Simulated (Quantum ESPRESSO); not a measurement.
# Collinear magnetic orders of MnS with Quantum ESPRESSO

Aim: find out which collinear order of MnS costs least.

Method: PBE with U = 5 eV on Mn d (ortho-atomic projectors); plane waves with GBRV 1.5 PBE potentials, no spin-orbit coupling, in Quantum ESPRESSO 7.5.

This is a report of a sequence of runs, with most program output left out.

The database entry behind the starting cell differs from later determinations by our own check (an axis about 0.2 % short against later determinations), so it need not match the best structure at ambient conditions.

## (1) Starting point

Symmetry: Fm-3m, No. 225, cubic system. Conventional cell: a = 5.209 Å, b = 5.209 Å, c = 5.209 Å, α = 90.00°, β = 90.00°, γ = 90.00°. Mn has 6 S at 2.60 Å nearest. Nearest to S lie 6 Mn at 2.60 Å. Farther neighbours and most contacts between anions are not listed.

The cell comes from the Crystallography Open Database.

## (2) Run 1, typed as ferro +

The signs are those of the starting moments on the seeded atoms, the atoms that are given a moment.

File pw.in:

```
&CONTROL
  calculation = 'scf'
  prefix = 'pwscf'
  outdir = './tmp'
  pseudo_dir = './pseudo'
  disk_io = 'nowf'
  tprnfor = .true.
  tstress = .true.
/
&SYSTEM
  ibrav = 0
  nat = 2
  ntyp = 2
  ecutwfc = 40
  ecutrho = 280
  nbnd = 19
  occupations = 'smearing'
  smearing = 'fd'
  degauss = 0.00734986
  nspin = 2
  starting_magnetization(1) = 0.3
  starting_magnetization(2) = 0
/
&ELECTRONS
  conv_thr = 4d-09
  electron_maxstep = 150
  mixing_beta = 0.3
/
ATOMIC_SPECIES
Mn     54.9380 mn_pbe_v1.5.uspp.F.UPF
S      32.0600 s_pbe_v1.4.uspp.F.UPF
CELL_PARAMETERS bohr
   0.0000000000    4.9217916916    4.9217916916
   4.9217916916    0.0000000000    4.9217916916
   4.9217916916    4.9217916916    0.0000000000
ATOMIC_POSITIONS crystal
Mn      0.0000000000    0.0000000000    0.0000000000
S       0.5000000000    0.5000000000    0.5000000000
K_POINTS automatic
8 8 8 0 0 0
HUBBARD {ortho-atomic}
U Mn-3d 5.0000
```

The run is started by

```console
$ OMP_NUM_THREADS=1 mpirun -n 2 pw.x -nk 2 -in pw.in > pw.out
```

Wall time 16 s (2 MPI ranks of Arm Neoverse V1, shared host); peak memory 0.2 GiB.

Spin moment in the atom's sphere by atom:

```tsv
atom	spin moment in the atom's sphere (μB)
Mn1	4.53
S2	0.09
```

Read from the output:

| Quantity | Value |
| --- | --- |
| smearing term TS | 1.86e-4 eV |
| pressure | 5.854 GPa |
| magnetization | 5 μB |
| absolute magnetization | 5 μB |
| final state | ferromagnetic |

## (3) Run 2, typed as antiferro q=(0,1/2,1/2) +−

This order needs a doubled cell of 4 atoms. The wavevector q is in fractions of the reciprocal vectors of the crystal's primitive cell, as the cells of these inputs are built from it; moments change sign between cells as cos(2π q·R).

File pw.in:

```
&CONTROL
  calculation = 'scf'
  prefix = 'pwscf'
  outdir = './tmp'
  pseudo_dir = './pseudo'
  disk_io = 'nowf'
  tprnfor = .true.
  tstress = .true.
/
&SYSTEM
  ibrav = 0
  nat = 4
  ntyp = 3
  ecutwfc = 40
  ecutrho = 280
  nbnd = 30
  occupations = 'smearing'
  smearing = 'fd'
  degauss = 0.00734986
  nspin = 2
  starting_magnetization(1) = 0.3
  starting_magnetization(2) = -0.3
  starting_magnetization(3) = 0
/
&ELECTRONS
  conv_thr = 8d-09
  electron_maxstep = 150
  mixing_beta = 0.3
/
ATOMIC_SPECIES
Mn1    54.9380 mn_pbe_v1.5.uspp.F.UPF
Mn2    54.9380 mn_pbe_v1.5.uspp.F.UPF
S      32.0600 s_pbe_v1.4.uspp.F.UPF
CELL_PARAMETERS bohr
   0.0000000000    4.9217916916    4.9217916916
   9.8435833832    0.0000000000    9.8435833832
   9.8435833832    4.9217916916    4.9217916916
ATOMIC_POSITIONS crystal
Mn1     0.0000000000    0.0000000000    0.0000000000
Mn2     0.0000000000    0.5000000000    0.0000000000
S       0.5000000000    0.0000000000    0.5000000000
S       0.5000000000    0.5000000000    0.5000000000
K_POINTS automatic
8 4 8 0 0 0
HUBBARD {ortho-atomic}
U Mn1-3d 5.0000
U Mn2-3d 5.0000
```

Run time: 1.9 min. Hardware: 2 MPI ranks; peak memory 0.39 GiB; 3.8 min of CPU time.

Spin moment in the atom's sphere by atom:

```tsv
atom	spin moment in the atom's sphere (μB)
Mn1	4.51
Mn2	-4.51
S3	-0.03
S4	0.03
```

Numbers from this step:

- smearing term TS: 2.73e-4 eV
- pressure: 5.306 GPa
- magnetization: 0 μB
- absolute magnetization: 9.781 μB
- final state: antiferromagnetic

## (4) Run 3, typed as antiferro q=(0,0,1/2) +−

The cell is doubled to 4 atoms to hold this order.

pw.in: that of step 3 with these lines changed.

```diff
@@ -35,11 +35,11 @@
    0.0000000000    4.9217916916    4.9217916916
-   9.8435833832    0.0000000000    9.8435833832
-   9.8435833832    4.9217916916    4.9217916916
+   4.9217916916    0.0000000000    4.9217916916
+   9.8435833832    9.8435833832    0.0000000000
 ATOMIC_POSITIONS crystal
 Mn1     0.0000000000    0.0000000000    0.0000000000
-Mn2     0.0000000000    0.5000000000    0.0000000000
-S       0.5000000000    0.0000000000    0.5000000000
-S       0.5000000000    0.5000000000    0.5000000000
+Mn2     0.0000000000    0.0000000000    0.5000000000
+S       0.5000000000    0.5000000000    0.2500000000
+S       0.5000000000    0.5000000000    0.7500000000
 K_POINTS automatic
-8 4 8 0 0 0
+8 8 4 0 0 0
 HUBBARD {ortho-atomic}
```

Wall time 78 s (2 MPI ranks); peak memory 0.35 GiB.

Spin moment in the atom's sphere by atom:

```tsv
atom	spin moment in the atom's sphere (μB)
Mn1	4.46
Mn2	-4.46
S3	0.00
S4	0.00
```

Numbers from this step:

```
smearing term TS       : 8.58e-7 eV
pressure               : 4.464 GPa
magnetization          : 0 μB
absolute magnetization : 9.56 μB
final state            : antiferromagnetic
```

## (5) Run 4 (no spin polarisation)

File pw.in:

```
&CONTROL
  calculation = 'scf'
  prefix = 'pwscf'
  outdir = './tmp'
  pseudo_dir = './pseudo'
  disk_io = 'nowf'
  tprnfor = .true.
  tstress = .true.
/
&SYSTEM
  ibrav = 0
  nat = 2
  ntyp = 2
  ecutwfc = 40
  ecutrho = 280
  nbnd = 17
  occupations = 'smearing'
  smearing = 'fd'
  degauss = 0.00734986
/
&ELECTRONS
  conv_thr = 4d-09
  electron_maxstep = 150
  mixing_beta = 0.3
/
ATOMIC_SPECIES
Mn     54.9380 mn_pbe_v1.5.uspp.F.UPF
S      32.0600 s_pbe_v1.4.uspp.F.UPF
CELL_PARAMETERS bohr
   0.0000000000    4.9217916916    4.9217916916
   4.9217916916    0.0000000000    4.9217916916
   4.9217916916    4.9217916916    0.0000000000
ATOMIC_POSITIONS crystal
Mn      0.0000000000    0.0000000000    0.0000000000
S       0.5000000000    0.5000000000    0.5000000000
K_POINTS automatic
8 8 8 0 0 0
HUBBARD {ortho-atomic}
U Mn-3d 5.0000
```

It took 11 s on 2 MPI ranks; peak memory 0.18 GiB.

This step gave:

* smearing term TS: 0.1662 eV
* pressure: -12.37 GPa
* final state: non-magnetic (no spin polarisation)

## (6) An input with a fault

As a test, an input with a fault in it is run.

File pw.in:

```
&CONTROL
  calculation = 'scf'
  prefix = 'pwscf'
  outdir = './tmp'
  pseudo_dir = './pseudo'
  disk_io = 'nowf'
  tprnfor = .true.
  tstress = .true.
/
&SYSTEM
  ibrav = 0
  nat = 2
  ntyp = 2
  ecutwfc = 40
  ecutrho = 280
  nbnd = 19
  occupations = 'smearing'
  smearing = 'fd'
  degaus = 0.00734986
  nspin = 2
  starting_magnetization(1) = 0.3
  starting_magnetization(2) = 0
/
&ELECTRONS
  conv_thr = 4d-09
  electron_maxstep = 60
  mixing_beta = 0.3
/
ATOMIC_SPECIES
Mn     54.9380 mn_pbe_v1.5.uspp.F.UPF
S      32.0600 s_pbe_v1.4.uspp.F.UPF
CELL_PARAMETERS angstrom
   0.0000000000    2.6045000000    2.6045000000
   2.6045000000    0.0000000000    2.6045000000
   2.6045000000    2.6045000000    0.0000000000
ATOMIC_POSITIONS crystal
Mn      0.0000000000    0.0000000000    0.0000000000
S       0.5000000000    0.5000000000    0.5000000000
K_POINTS automatic
8 8 8 0 0 0
HUBBARD {ortho-atomic}
U Mn-3d 5.0000
```

It took 0.5 s on 2 MPI ranks; peak memory 0.05 GiB.

The input was rejected at the start.

The program's message: “read_namelists (1): bad line in namelist &system: " degaus = 0.00734986" (error could be in the previous line)”

A key was misspelt on purpose.

## (7) Ranking

An order is kept where moments of 0.15 μB or more survive with the typed signs; meshes match where a doubled cell samples the same k points as the first cell.

Orders:

```tsv
start	final state	typed order kept	energy over the lowest (meV a seeded atom)	largest site moment (μB)	net moment (μB a cell of the first run)	mesh matched	CPU time (s)
ferro +	ferromagnetic	yes	40.11	4.533	5	yes	30.67
antiferro q=(0,1/2,1/2) +-	antiferromagnetic	yes	23.44	4.515	0	yes	229.4
antiferro q=(0,0,1/2) +-	antiferromagnetic	yes	0	4.465	0	yes	155.4
no spin polarisation	non-magnetic	-	5045	0	0	yes	22.36
```

## (8) Energy mapping

E = −Σ J e·e over ordered pairs of unit vectors, so each pair counts twice. As many shells are taken as there are differences of energy, so the couplings are solved for and no residual tests the model; further shells are folded in, and shells whose pairs keep their relative signs in all orders cancel and are not probed. Couplings from the energies:

```tsv
pair	distance (Å)	neighbours an atom	J (meV)
Mn-Mn	3.683	12	-1.042
Mn-Mn	5.209	6	-2.301
```

## (9) Occupations of the corrected shells in the lowest state

Occupations of the Hubbard shells:

```tsv
block	type	shell	spin	electrons	occupation numbers
1	Mn1	3d	up	4.971	0.991 0.991 0.996 0.996 0.996
1	Mn1	3d	down	0.2671	0.020 0.020 0.020 0.104 0.104
2	Mn2	3d	up	0.2671	0.020 0.020 0.020 0.104 0.104
2	Mn2	3d	down	4.971	0.991 0.991 0.996 0.996 0.996
```

## (10) Results

```
lowest state found                                                     : antiferromagnetic (from antiferro q=(0,0,1/2) +-)
largest site moment                                                    : 4.46 μB
next state with moments                                                : antiferromagnetic, 23.4 meV a seeded atom higher
state without moments (under the same U)                               : 5045 meV a seeded atom higher
J of the weightiest shell (Mn-Mn, 5.21 Å; E = −Σ J e·e, ordered pairs) : -2.30 meV
```

What this shows: Under a U the spinless run pays the Hubbard penalty of a partly filled shell, so its energy overstates what forming the moments gains. The largest moment changes by 1.5 % between the kept orders, as for well localised moments. This is the lowest of 4 collinear or spinless starts, no proof of the ground state. Energies are free energies at an electronic temperature of 1160 K, which lowers moments and differences where the moments are itinerant.

[Logs and program files are shortened in this print: banners, set-up blocks, solver, clock and traceback lines can be left out without a mark of their own.]

[Logs are printed without paths, hosts, clocks, repeated set-up lines and the standing remarks that a program may print on its own settings, such as how far it seeks lower states.]

[Hosts, paths, dates, database ids (printed as entryN), source tags and the programs' standing remarks are cut or masked in the printed files.]

[Where a cell is said to come from a database of computed structures, the database is the Materials Project.]
